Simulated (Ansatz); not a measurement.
# CaGeS3 (model cell, started as cubic perovskite with Ge in the octahedra): a soft mode frozen in

Which phase does CaGeS3 (model cell, started as cubic perovskite with Ge in the octahedra) fall into along its unstable mode, and how much energy does it gain?

Main program and level: Ansatz 0.2.0; DFT PBEsol, scalar-relativistic, plane waves, PAW; PAW set soft_1.

Most raw output is cut from this account.

The structure was built from a prototype and need not be the compound's stable phase.

## 1. Set-up

Symmetry: Pm-3m, No. 221, cubic system. Conventional cell: a = 4.701 Å, b = 4.701 Å, c = 4.701 Å, α = 90.00°, β = 90.00°, γ = 90.00°. Ca has 12 S at 3.32 Å nearest. Nearest to Ge lie 6 S at 2.35 Å. S has 2 Ge at 2.35 Å and 4 Ca at 3.32 Å nearest. Farther neighbours and most contacts between anions are not listed.

## 2. The dispersion

The cell comes from relaxations at this level that are not shown. Stability and thermal properties need the whole zone. Linear response on a 4×4×4 q mesh gives force constants as far as a supercell of that size would.

The input, input.yaml:

```yaml
crystal:
  lattice:
    - [4.7007771819, 0.0, 0.0]
    - [0.0, 4.7007771819, 0.0]
    - [0.0, 0.0, 4.7007771819]
  atoms:
    - { symbol: Ca, position: [0.0, 0.0, 0.0] }
    - { symbol: Ge, position: [0.5, 0.5, 0.5] }
    - { symbol: S, position: [0.5, 0.5, 0.0] }
    - { symbol: S, position: [0.5, 0.0, 0.5] }
    - { symbol: S, position: [0.0, 0.5, 0.5] }
kpoints:
  mp_grid: { grid: [8, 8, 8] }
hamiltonian:
  xc: pbesol
  pseudopotentials: { kind: paw, azcp: { folder: soft_1 }, xc_functional: pbe }
scf:
  occupations: { method: methfessel_paxton, width: 0.2 }
output:
  eigenvalues: true
phonons:
  method: dfpt
  qmesh: [4, 4, 4]
  temperatures: { t_max: 1000, t_step: 50 }
  qpath:
    path:
      - [[0.0, 0.0, 0.0], [0.0, 0.5, 0.0], [0.5, 0.5, 0.0], [0.0, 0.0, 0.0], [0.5, 0.5, 0.5], [0.0, 0.5, 0.0]]
      - [[0.5, 0.5, 0.5], [0.5, 0.5, 0.0]]
    npoints: 10
```

Command:

```sh
$ ansatz run input.yaml --threads 4 --pin off --max-ram 16384MiB --backend cpu --events-out ev --progress --plain --runs-dir out
```

The job ended after 18 min (4 threads of Arm Neoverse V1, shared host; peak memory 3.1 GiB).

This step gave:

```
volume per atom                                         : 20.77 Å³
gap on the k-mesh                                       : 0 eV
sum-rule residual before enforcement                    : 1.02e-5 eV/Å²
lowest frequency on the path                            : -167.4 cm⁻¹
point group                                             : m-3m
highest frequency on the path or at a solved wavevector : 375.9 cm⁻¹
highest optical mode at the zone centre (no LO-TO term) : 317.8 cm⁻¹
lowest optical zone-centre mode                         : -127.7 cm⁻¹
lowest mode on the q mesh (acoustic modes at Γ apart)   : -167.1 cm⁻¹
```

Frequencies (cm⁻¹) solved at each irreducible wavevector; negative means imaginary. Frequencies by wavevector, by row:

```
q in reciprocal lattice units  star  mode 1  mode 2  mode 3  mode 4  mode 13  mode 14  mode 15
                        0 0 0     1  -127.7  -127.7  -127.7   -92.8    317.8    317.8    317.8
                     0 0 0.25     6  -140.3  -121.8  -121.8  -118.7    283.7    317.5    317.5
                     0 0 -0.5     3    -144  -130.3    -125    -125    309.3    318.8    318.8
                  0 0.25 0.25    12  -159.8    -135  -115.4  -114.7    274.1    310.4      317
                  0 0.25 -0.5    12  -165.4  -155.3    -126  -118.9    281.7    318.5    326.8
                  0 -0.5 -0.5     3  -165.5  -165.5  -156.9  -107.4      274    316.2    319.5
               0.25 0.25 0.25     8  -154.6  -154.6  -150.4  -104.5    277.5    277.5    340.8
               0.25 0.25 -0.5    12  -166.5  -165.8    -149  -103.4      277    282.4    354.6
               0.25 -0.5 -0.5     6  -167.1  -167.1  -161.6  -103.6    270.7      273    360.3
               -0.5 -0.5 -0.5     1  -166.9  -166.9  -166.9    -102    268.4    268.4    375.9
```

Interpolated from a 4×4×4 q mesh. Phonon branches along the path, in cm⁻¹:

```
    point  branch 1  branch 2  branch 3  branch 4  branch 12  branch 13  branch 14  branch 15
        Γ      -128      -128      -128       -93          0        318        318        318
  halfway      -140      -122      -122      -119        134        284        318        318
        X      -144      -130      -125      -125        201        309        319        319
  halfway      -165      -155      -126      -119        206        282        318        327
        M      -166      -166      -157      -107        211        274        316        320
  halfway      -160      -135      -115      -115        145        274        310        317
        Γ      -128      -128      -128       -93          0        318        318        318
  halfway      -155      -155      -150      -104        154        278        278        341
        R      -167      -167      -167      -102        220        268        268        376
  halfway      -166      -166      -149      -103        210        277        282        355
        X      -144      -130      -125      -125        201        309        319        319
jump to R      -167      -167      -167      -102        220        268        268        376
  halfway      -167      -167      -162      -104        215        271        273        360
        M      -166      -166      -157      -107        211        274        316        320
```

Symmetry leaves 10 wavevectors to solve. The lowest mode among them, the acoustic zeros apart, lies at q = (0.25, -0.5, -0.5) and is imaginary, 167.1i cm⁻¹, so the energy falls along it.

## 3. The mode frozen in, largest atomic shift 0 Å

The mode followed lies at q = (0.25, -0.5, -0.5) with frequency 167.1i cm⁻¹ and is 2-fold degenerate, the softest among the wavevectors solved. At small amplitude the distorted cell has space group no. 69 by a symmetry search on the positions. The undistorted cell that holds it gives the zero of energy on the same k mesh.

System of this step: CaGeS3 (model cell, started as cubic perovskite with Ge in the octahedra). The structure is cubic, space group Pm-3m (No. 221). The conventional cell has a = 4.701 Å, b = 4.701 Å, c = 4.701 Å, α = 90.00°, β = 90.00°, γ = 90.00°. Ca has 12 S at 3.32 Å nearest. Nearest to Ge lie 6 S at 2.35 Å. S has 2 Ge at 2.35 Å and 4 Ca at 3.32 Å nearest. Nearest to S lie 2 Ge at 2.35 Å and 4 Ca at 3.32 Å. Farther neighbours and most contacts between anions are not listed.

The input, input.yaml:

```yaml
crystal:
  lattice:
    - [0.0, -4.7007771819, -4.7007771819]
    - [0.0, -4.7007771819, 4.7007771819]
    - [-9.4015543637, -4.7007771819, 0.0]
  atoms:
    - { symbol: Ca, position: [0.75, 0.75, 0.5] }
    - { symbol: Ca, position: [0.25, 0.25, 0.5] }
    - { symbol: Ca, position: [0.5, 0.5, 1.0] }
    - { symbol: Ca, position: [0.0, 0.0, 1.0] }
    - { symbol: Ge, position: [0.375, 0.875, 0.25] }
    - { symbol: Ge, position: [0.875, 0.375, 0.25] }
    - { symbol: Ge, position: [0.125, 0.625, 0.75] }
    - { symbol: Ge, position: [0.625, 0.125, 0.75] }
    - { symbol: S, position: [0.125, 0.125, 0.25] }
    - { symbol: S, position: [0.625, 0.625, 0.25] }
    - { symbol: S, position: [0.875, 0.875, 0.75] }
    - { symbol: S, position: [0.375, 0.375, 0.75] }
    - { symbol: S, position: [0.625, 0.125, 0.25] }
    - { symbol: S, position: [0.125, 0.625, 0.25] }
    - { symbol: S, position: [0.375, 0.875, 0.75] }
    - { symbol: S, position: [0.875, 0.375, 0.75] }
    - { symbol: S, position: [0.5, 0.0, 0.0] }
    - { symbol: S, position: [0.0, 0.5, 0.0] }
    - { symbol: S, position: [0.25, 0.75, 0.5] }
    - { symbol: S, position: [0.75, 0.25, 0.5] }
kpoints:
  mp_grid: { grid: [6, 6, 6] }
hamiltonian:
  xc: pbesol
  pseudopotentials: { kind: paw, azcp: { folder: soft_1 }, xc_functional: pbe }
scf:
  occupations: { method: methfessel_paxton, width: 0.2 }
output:
  forces: true
  stress: true
  eigenvalues: true
```

Run time: 39 s. Hardware: 4 threads; peak memory 1.7 GiB; 2.6 min of CPU time.

This step gave:

| Property | Result |
| --- | --- |
| pressure | 0.09655 GPa |
| energy from the undistorted cell | 0 meV/atom |

The run ends at a pressure of 0.10 GPa.

## 4. The mode frozen in, largest atomic shift 0.6 Å

The atoms are moved along the unstable eigenvector, the largest shift by 0.6 Å, with the cell fixed.

The input, input.yaml:

```yaml
crystal:
  lattice:
    - [0.0, -4.7007771819, -4.7007771819]
    - [0.0, -4.7007771819, 4.7007771819]
    - [-9.4015543637, -4.7007771819, 0.0]
  atoms:
    - { symbol: Ca, position: [0.75, 0.75, 0.5] }
    - { symbol: Ca, position: [0.25, 0.25, 0.5] }
    - { symbol: Ca, position: [0.508235661, 0.508235661, 1.0] }
    - { symbol: Ca, position: [-0.008235661, -0.008235661, 1.0] }
    - { symbol: Ge, position: [0.372314813, 0.877685187, 0.25] }
    - { symbol: Ge, position: [0.877685187, 0.372314813, 0.25] }
    - { symbol: Ge, position: [0.127685187, 0.622314813, 0.75] }
    - { symbol: Ge, position: [0.622314813, 0.127685187, 0.75] }
    - { symbol: S, position: [0.1430786573, 0.1430786573, 0.2138426854] }
    - { symbol: S, position: [0.6069213427, 0.6069213427, 0.2861573146] }
    - { symbol: S, position: [0.8930786573, 0.8930786573, 0.7138426854] }
    - { symbol: S, position: [0.3569213427, 0.3569213427, 0.7861573146] }
    - { symbol: S, position: [0.625, 0.125, 0.25] }
    - { symbol: S, position: [0.125, 0.625, 0.25] }
    - { symbol: S, position: [0.375, 0.875, 0.75] }
    - { symbol: S, position: [0.875, 0.375, 0.75] }
    - { symbol: S, position: [0.5638192342, -0.0638192342, 0.0] }
    - { symbol: S, position: [-0.0638192342, 0.5638192342, 0.0] }
    - { symbol: S, position: [0.25, 0.75, 0.5] }
    - { symbol: S, position: [0.75, 0.25, 0.5] }
kpoints:
  mp_grid: { grid: [6, 6, 6] }
hamiltonian:
  xc: pbesol
  pseudopotentials: { kind: paw, azcp: { folder: soft_1 }, xc_functional: pbe }
scf:
  occupations: { method: methfessel_paxton, width: 0.2 }
output:
  forces: true
  stress: true
  eigenvalues: true
```

Wall time 62 s (4 threads); peak memory 2 GiB.

Numbers from this step:

```
pressure                         : -0.2399 GPa
energy from the undistorted cell : -43.74 meV/atom
```

The energy, extrapolated to zero smearing, is -43.74 meV/atom against the undistorted cell.

The run ends at a pressure of -0.24 GPa, with forces up to 0.77 eV/Å.

## 5. Energy along the mode, all amplitudes (two of the runs are shown above)

An imaginary frequency means negative curvature, so the energy should fall and then rise again as anharmonic terms take over.

Numbers from this step:

| Item | Value |
| --- | --- |
| depth at the lowest point sampled | 43.74 meV/atom |
| largest atomic shift at that point | 0.6 Å |

Table of energy from the parent by largest atomic shift:

```
largest atomic shift (Å)  energy from the parent (meV/atom)
                   0.000                                  0
                   0.040                             -0.384
                   0.080                              -1.52
                   0.140                              -4.49
                   0.220                              -10.4
                   0.320                              -19.9
                   0.450                              -32.8
                   0.600                              -43.7
```

Displacement at unit largest shift by atom:

| atom | x (Å) | y (Å) | z (Å) | size |
| --- | --- | --- | --- | --- |
| Ca1 | 0.00 | 0.00 | 0.00 | 0.00 |
| Ca2 | 0.00 | 0.00 | 0.00 | 0.00 |
| Ca3 | 0.00 | -0.13 | 0.00 | 0.13 |
| Ca4 | 0.00 | 0.13 | 0.00 | 0.13 |
| Ge5 | 0.00 | 0.00 | 0.04 | 0.04 |
| Ge6 | 0.00 | 0.00 | -0.04 | 0.04 |
| Ge7 | 0.00 | 0.00 | -0.04 | 0.04 |
| Ge8 | 0.00 | 0.00 | 0.04 | 0.04 |
| S9 | 0.57 | 0.00 | 0.00 | 0.57 |
| S10 | -0.57 | 0.00 | 0.00 | 0.57 |
| S11 | 0.57 | 0.00 | 0.00 | 0.57 |
| S12 | -0.57 | 0.00 | 0.00 | 0.57 |
| S13 | 0.00 | 0.00 | 0.00 | 0.00 |
| S14 | 0.00 | 0.00 | 0.00 | 0.00 |
| S15 | 0.00 | 0.00 | 0.00 | 0.00 |
| S16 | 0.00 | 0.00 | 0.00 | 0.00 |
| S17 | 0.00 | 0.00 | -1.00 | 1.00 |
| S18 | 0.00 | 0.00 | 1.00 | 1.00 |
| S19 | 0.00 | 0.00 | 0.00 | 0.00 |
| S20 | 0.00 | 0.00 | 0.00 | 0.00 |

The lowest of the steps tried is the last one, at 0.6 Å, 43.7 meV/atom below the parent; the bottom of the well need not coincide with a step.

## 6. Relaxation from the frozen mode

Starting from the lowest point found, all atoms and the cell are let go, so that strain and other modes of the same symmetry can join in.

input.yaml, as its differences from that of step 4:

```diff
@@ -37 +37,10 @@
   eigenvalues: true
+  write_density: true
+  write_potential: true
+  elf: true
+  volumetric_format: npy
+relax:
+  adjacent_minimum: "off"
+  f_tol: 0.002
+  max_steps: 120
+  cell: { stress_tol: 0.03 }
```

Elapsed: 13 min, on 4 threads; peak memory 2.1 GiB; 50 min of CPU time.

Relaxation path:

```
step  energy less that of the first step (eV)  largest force component (eV/Å)  pressure (GPa)  volume (Å³)
   1                                   0.0000                          0.7262           -0.24       415.50
   2                                  -0.5022                          0.5241            0.26       410.03
   3                                  -0.9627                          0.3910            0.10       408.81
   4                                  -1.2391                          0.4022            0.41       406.24
   5                                  -1.4261                          0.1687            0.38       407.91
   6                                  -1.4678                          0.0883           -0.39       413.22
   7                                  -1.4783                          0.1743            0.26       408.93
   8                                  -1.4850                          0.0197            0.04       410.07
   9                                  -1.4855                          0.0153           -0.01       410.32
  10                                  -1.4860                          0.0132           -0.01       410.09
  11                                  -1.4861                          0.0026            0.00       410.00
  12                                  -1.4861                          0.0008            0.00       410.02
 13*                                  -1.4878                          0.0009            0.00       410.02
```

Relaxation steps marked * repeat the geometry before them on a plane-wave basis chosen anew for their cell, so energy and pressure can jump there.

The run keeps the 8 symmetry operations that it works with, so distortions that break them were not tested.

```csv
"conventional cell, symmetrised",before,after,change
a (Å),9.402,8.718,-7.3 %
b (Å),9.402,9.965,+6.0 %
c (Å),18.803,18.879,+0.4 %
volume (Å³/atom),20.77,20.50,-1.3 %
```

The atoms that moved most (Å, as changes of fractional coordinates times the final cell):

| atom | dx | dy | dz | length |
| --- | --- | --- | --- | --- |
| S10 | -0.726 | 0.000 | 0.000 | 0.726 |
| S11 | 0.726 | 0.000 | 0.000 | 0.726 |
| S12 | -0.509 | 0.000 | 0.000 | 0.509 |
| S9 | 0.509 | 0.000 | 0.000 | 0.509 |
| S18 | 0.000 | 0.000 | 0.151 | 0.151 |
| S17 | 0.000 | 0.000 | -0.151 | 0.151 |
| Ge7 | -0.108 | 0.000 | 0.015 | 0.109 |
| Ge8 | -0.108 | 0.000 | -0.015 | 0.109 |

Final coordinates:

```
Ca Ge S
1.0
     0.00000   -4.98229   -4.35910
     0.00000   -4.98229    4.35910
    -9.43961   -4.98229    0.00000
Ca Ge S
4 4 12
Direct
  0.75000 0.75000 0.50000
  0.25000 0.25000 0.50000
  0.49766 0.49766 0.00000
  0.00234 0.00234 0.00000
  0.37973 0.88170 0.23857
  0.88170 0.37973 0.23857
  0.12027 0.61830 0.76143
  0.61830 0.12027 0.76143
  0.17006 0.17006 0.15987
  0.56846 0.56846 0.36308
  0.93154 0.93154 0.63692
  0.32994 0.32994 0.84013
  0.62428 0.12428 0.25143
  0.12428 0.62428 0.25143
  0.37572 0.87572 0.74857
  0.87572 0.37572 0.74857
  0.58115 0.91885 0.00000
  0.91885 0.58115 0.00000
  0.25000 0.75000 0.50000
  0.75000 0.25000 0.50000
```

Numbers from this step:

| Item | Value |
| --- | --- |
| pressure | 0.003113 GPa |
| volume per atom | 20.50 Å³ |

ELF in the ab plane at fractional z = 0.000, with atoms of Ca and S within 0.2 Å of it. It is the smooth field of the valence electrons, not physical close to the nuclei.

Values, 10 rows by 16 columns, each cell a mean:
```
0.82 0.81 0.49 0.05 0.03 0.22 0.66 0.84 0.47 0.09 0.53 0.90 0.69 0.16 0.48 0.79
0.29 0.22 0.07 0.02 0.03 0.13 0.51 0.83 0.84 0.65 0.75 0.80 0.48 0.19 0.19 0.25
0.68 0.38 0.10 0.04 0.03 0.04 0.12 0.34 0.57 0.69 0.59 0.33 0.34 0.64 0.83 0.83
0.85 0.76 0.35 0.07 0.02 0.06 0.32 0.49 0.45 0.25 0.10 0.37 0.79 0.80 0.42 0.53
0.79 0.77 0.41 0.08 0.02 0.26 0.79 0.83 0.81 0.79 0.32 0.33 0.85 0.85 0.39 0.33
0.72 0.45 0.14 0.06 0.05 0.10 0.56 0.81 0.83 0.81 0.39 0.10 0.48 0.74 0.80 0.80
0.18 0.08 0.07 0.10 0.12 0.10 0.08 0.23 0.36 0.28 0.07 0.03 0.07 0.17 0.27 0.29
0.03 0.05 0.10 0.13 0.13 0.11 0.07 0.04 0.04 0.04 0.04 0.04 0.03 0.03 0.02 0.03
0.54 0.29 0.08 0.09 0.09 0.07 0.09 0.23 0.43 0.48 0.39 0.23 0.06 0.05 0.34 0.58
0.81 0.81 0.42 0.04 0.04 0.11 0.41 0.74 0.81 0.79 0.85 0.78 0.36 0.17 0.73 0.83
```
Columns run along a (6.6 Å), rows up along b (6.6 Å). Atoms in or near the plane, at fractional coordinates: Ca at (0.50, 0.50), Ca at (0.00, 0.00), S at (0.58, 0.92), S at (0.92, 0.58).

Electrostatic potential energy in the ab plane at fractional z = 0.000, with atoms of Ca and S within 0.2 Å of it. With pseudopotentials it is smooth inside the atoms' cores, unlike the true potential.

Ten even steps from '0' (-53 eV) to '9' (11 eV), each cell a mean:
```
016899996233589851
357899997243489975
788999998533699998
999999999877899999
999999999999999988
899999998899998645
599999876679997333
389999851147997343
589999730016898522
899999840016899876
999999974357999999
999999998788999999
999999999999999999
999999999999999999
899999999999999988
678999999999999876
147999999889999851
016899998535899730
```
Columns run along a (6.6 Å; values clipped at the 3rd and 97th percentile), rows up along b (6.6 Å). Atoms in or near the plane, at fractional coordinates: Ca at (0.50, 0.50), Ca at (0.00, 0.00), S at (0.58, 0.92), S at (0.92, 0.58).

Valence density in the ab plane at fractional z = 0.000, with atoms of Ca and S within 0.2 Å of it. It is the smooth field of the valence electrons, not physical close to the nuclei.

Values in e/Å³, 10 rows by 16 columns, each cell a mean:
```
4.1 2.4 0.5 0.1 0.0 0.1 0.2 0.7 1.0 0.5 1.0 0.8 0.3 0.2 0.8 2.9
0.4 0.2 0.1 0.0 0.0 0.0 0.1 0.5 0.9 1.0 1.0 0.6 0.3 0.1 0.2 0.3
0.3 0.1 0.0 0.0 0.0 0.0 0.1 0.1 0.3 0.4 0.3 0.2 0.2 0.4 0.6 0.5
0.9 0.3 0.1 0.0 0.0 0.1 0.3 0.8 0.8 0.3 0.1 0.2 0.5 1.0 0.9 1.0
1.0 0.4 0.1 0.0 0.0 0.2 1.7 4.7 5.2 2.4 0.4 0.2 0.5 1.0 0.9 0.8
0.4 0.2 0.1 0.1 0.1 0.1 0.9 3.3 4.3 2.3 0.4 0.1 0.1 0.3 0.5 0.6
0.1 0.1 0.1 0.1 0.1 0.1 0.1 0.3 0.4 0.2 0.1 0.0 0.0 0.1 0.1 0.1
0.1 0.1 0.1 0.1 0.2 0.1 0.1 0.1 0.0 0.0 0.0 0.0 0.0 0.0 0.0 0.0
1.0 0.4 0.1 0.1 0.1 0.1 0.1 0.1 0.1 0.2 0.1 0.1 0.0 0.1 0.3 0.9
5.5 2.8 0.5 0.1 0.0 0.1 0.2 0.4 0.8 0.8 0.7 0.3 0.1 0.2 1.5 4.6
```
Columns run along a (6.6 Å), rows up along b (6.6 Å). Atoms in or near the plane, at fractional coordinates: Ca at (0.50, 0.50), Ca at (0.00, 0.00), S at (0.58, 0.92), S at (0.92, 0.58).

The distorted start has space group Fmmm; the relaxation ends in Fmmm.

## 7. Outcome

```
unstable mode of the parent                                                      : q = (0.25, -0.5, -0.5), 167i cm⁻¹
depth at the lowest point sampled                                                : 43.7 meV/atom
largest atomic shift at that point                                               : 0.6 Å
space group reached (within 0.01 Å)                                              : Fmmm
energy gained over the parent (first relaxation, on the mesh of the frozen mode) : 118 meV/atom
volume per atom, phase reached                                                   : 20.5 Å³
```

In words: Along this mode the structure falls into Fmmm, 118 meV/atom below the parent. At the parent's cell the well is 43.74 meV/atom deep on the steps tried, with its lowest point at a shift of 0.6 Å. That is the last step tried, so the steps alone don't bracket the bottom of the well. Relaxing atoms and cell changes the gain by +74.58 meV/atom against the lowest step (energies at zero smearing). Most of the total comes from this relaxation. The modes of the phase reached were not computed on this path. Of the 6 patterns followed to their end from this parent, this one ends 63.2 meV/atom above the lowest, R-3c. Each path keeps the symmetry of its pattern, so a lower phase may lie along a pattern not tried. With no gap, or one that is small against the smearing, the frequencies hang on the k mesh and the smearing, most of all near Kohn anomalies. The PAW files were made for PBE and serve the other functionals too. The starting cell was built on a prototype and not taken from a measurement, so the phase need not exist.

[Logs are printed without paths, hosts, clocks, repeated set-up lines and the standing remarks that a program may print on its own settings, such as how far it seeks lower states.]

[Hosts, paths, dates, database ids (printed as entryN), source tags and the programs' standing remarks are cut or masked in the printed files.]
